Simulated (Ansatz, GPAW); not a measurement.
# A 8-layer slab of Ag(111) in an electric field, part 3 of 3

Aim: the dipole that a field along the normal induces in a 8-layer slab of Ag(111).

GPAW 26.7.0 and Ansatz 0.2.0; Ansatz plane waves; slab in vacuum with a dipole correction, relaxation (the session's first sound run).

So far. Step 9 (Field on): The dipole is now 0.159 e Å, against -0.0013 in the run without a field.

## 10. In a field

Level of this step: GPAW, PAW setups; slab in vacuum (GPAW).

File run.py:

```python
import json
import numpy as np
from ase import Atoms
from gpaw import GPAW, PW
from gpaw.external import ConstantElectricField

slab = Atoms(
    ['Ag', 'Ag', 'Ag', 'Ag', 'Ag', 'Ag', 'Ag', 'Ag'],
    positions=[
        [2.89207, 1.66974, 9.00000],
        [0.00000, 0.00000, 11.36136],
        [1.44603, 0.83487, 13.72273],
        [2.89207, 1.66974, 16.08409],
        [0.00000, 0.00000, 18.50781],
        [1.44603, 0.83487, 20.91766],
        [2.89207, 1.66974, 23.31945],
        [0.00000, 0.00000, 25.73973]],
    cell=[[2.89207, 0.0, 0.0], [1.44603, 2.5046, 0.0], [0.0, 0.0, 34.52954]],
    pbc=[True, True, False])

slab.calc = GPAW(mode=PW(400), xc='PBE', kpts={'size': (12, 12, 1), 'gamma': True},
                 occupations={'name': 'fermi-dirac', 'width': 0.1}, nbands='160%',
                 convergence={'density': 1e-05}, maxiter=200,
                 poissonsolver={'dipolelayer': 'xy'},
                 external=ConstantElectricField(0.3, [0, 0, 1]),
                 symmetry={'tolerance': 1e-3}, txt='slab.txt')
result = {}
energy = slab.get_potential_energy()
fermi = slab.calc.get_fermi_level()
v = slab.calc.get_electrostatic_potential().mean((0, 1)) - fermi
n = slab.calc.get_pseudo_density().mean((0, 1))
L = slab.cell[2, 2]
z = np.arange(len(v)) * L / len(v)
low, high = slab.positions[:, 2].min(), slab.positions[:, 2].max()
below, above = np.interp([low - 6.8, high + 6.8], z, v)
slopes = [np.interp(x, z, np.gradient(v, z)) for x in (low - 6.8, high + 6.8)]
eps = np.array([[slab.calc.get_eigenvalues(k, s) for k in range(len(slab.calc.get_ibz_k_points()))]
                for s in range(slab.calc.get_number_of_spins())]) - fermi
top, bottom = eps[eps < 0].max(), eps[eps > 0].min()
dipole = slab.get_dipole_moment()[2]
print(f'energy {energy:.4f} eV, Fermi level {fermi:.4f} eV, dipole {dipole:.5f} e A')
print(f'potential 6.8 A off the faces, from the Fermi level: lower {below:.4f} eV, upper {above:.4f} eV')
print(f'slope of the potential there: lower {slopes[0]:.5f}, upper {slopes[1]:.5f} eV/A')
print(f'nearest levels on the mesh: {top:.4f} and {bottom:.4f} eV')
print('magnetic moment', round(slab.get_magnetic_moment(), 3))
result.update(energy=energy, fermi=fermi, dipole=dipole, below=below, above=above, slopes=slopes, edges=[top, bottom],
              z=z.tolist(), v=v.tolist(), n=n.tolist(), positions=slab.positions.tolist(),
              forces=slab.get_forces(apply_constraint=False).tolist(), moments=slab.get_magnetic_moments().tolist())
json.dump(result, open('result.json', 'w'))
```

Run with:

```
$ OMP_NUM_THREADS=1 OPENBLAS_NUM_THREADS=1 python run.py
```

Log:

```text
energy -21.8952 eV, Fermi level 2.4962 eV, dipole 0.23949 e A
potential 6.8 A off the faces, from the Fermi level: lower 7.4475 eV, upper 1.4651 eV
slope of the potential there: lower -0.00018, upper 0.00000 eV/A
nearest levels on the mesh: -0.0104 and 0.0229 eV
magnetic moment 0.0
```

Wall time 26 min (1 thread of Intel Xeon 6975P-C (Granite Rapids), shared host); peak memory 0.95 GiB.

The electrostatic potential energy of an electron (without an applied field's), less the Fermi level, planar mean oscillates, so the rows of the table below give means over windows of 2.37 Å about each position, cut where the curve ends. Its maxima inside the range that stand out by 2 % of the span (Å: eV): 0.4: 7.45, 10.1: 2.85, 12.5: 2.20, 14.9: 1.51, 17.3: 1.08, 19.6: 0.270, 22.1: -0.436, 24.5: -1.14. Its minima: 9.0: -18.1, 11.3: -19.0, 13.7: -19.7, 16.1: -20.4, 18.6: -21.0, 20.9: -21.8, 23.3: -22.6, 25.8: -23.1.

Table of electrostatic potential energy of an electron (without an applied field's), less the Fermi level, planar mean by z; means over each step:

| z (Å) | electrostatic potential energy of an electron (without an applied field's), less the Fermi level, planar mean (eV) |
| --- | --- |
| 1.19 | 7.21 |
| 3.56 | 7.45 |
| 5.93 | 7.37 |
| 8.29 | -3.46 |
| 10.67 | -6.31 |
| 13.04 | -6.94 |
| 15.41 | -7.64 |
| 17.77 | -8.01 |
| 20.14 | -8.74 |
| 22.52 | -9.50 |
| 24.89 | -10.1 |
| 27.25 | -1.75 |
| 29.62 | 1.46 |
| 32.00 | 1.47 |
| 34.37 | 1.70 |

The dipole is now 0.239 e Å, against -0.0013 in the run without a field.

## 11. The series

The members are put on one axis.

This step: induced dipole against applied field (GPAW 26.7.0).

Table of dipole along the normal by field:

| field (V/Å) | dipole along the normal (e·Å) |
| --- | --- |
| -0.200 | -0.162 |
| -0.100 | -0.0817 |
| -0.050 | -0.0416 |
| 0.000 | -0.00131 |
| 0.050 | 0.0387 |
| 0.100 | 0.0789 |
| 0.200 | 0.159 |
| 0.300 | 0.239 |

## 12. A changed run

One more run, with changed settings.

This step: GPAW, PAW setups; slab in vacuum (GPAW 26.7.0).

run.py, as its differences from that of step 10:

```diff
@@ -4,3 +4,2 @@
 from gpaw import GPAW, PW
-from gpaw.external import ConstantElectricField
 
@@ -22,5 +21,4 @@
                  occupations={'name': 'fermi-dirac', 'width': 0.1}, nbands='160%',
-                 convergence={'density': 1e-05}, maxiter=200,
+                 convergence={'density': 1e-05}, maxiter=3,
                  poissonsolver={'dipolelayer': 'xy'},
-                 external=ConstantElectricField(0.3, [0, 0, 1]),
                  symmetry={'tolerance': 1e-3}, txt='slab.txt')
```

Log:

```text
gpaw.KohnShamConvergenceError
```

Run time: 35 s. Hardware: 1 thread; peak memory 0.37 GiB.

The run stopped without converging, so none of its numbers is a property of the system.

The fault put into the input: too few SCF iterations (maxiter = 3).

## 13. What came out

| Item | Value |
| --- | --- |
| work function, upper and lower face | 4.493 and 4.457 eV |
| dipole along the normal | -0.00131 e Å |
| induced dipole per field | 0.803 e Å per V/Å |
| out-of-plane polarisability per area, α/(ε0 A) | 20.1 Å |

The field induces 0.803 e Å per V/Å, a polarisable thickness α/(ε0 A) of 20.1 Å beside 16.7 Å between the outermost nuclei. A perfect conductor would give the distance between its two image planes; a dielectric of thickness t gives t(1 - 1/ε). The measured value for this face is 4.53 eV (as compiled in "Anisotropic work function of elemental crystals", 2019, arxiv:1902.07811); the relaxed upper face lies 0.037 eV under it with PBE. Measured work functions scatter by a tenth of an eV or more between methods. The induced dipole is linear in the field over this range. The small printed dipole stands for a step of 33 meV from the lower to the upper face, and the probes find 35 meV; values this small are near the numerical noise of both. The in-plane lattice was kept as typed, which isn't the functional's own and leaves some strain; spin-orbit coupling and temperature are left out.

[Logs are printed without paths, hosts, clocks, repeated set-up lines and the standing remarks that a program may print on its own settings, such as how far it seeks lower states.]

[Hosts, paths, dates, database ids (printed as entryN), source tags and the programs' standing remarks are cut or masked in the printed files.]
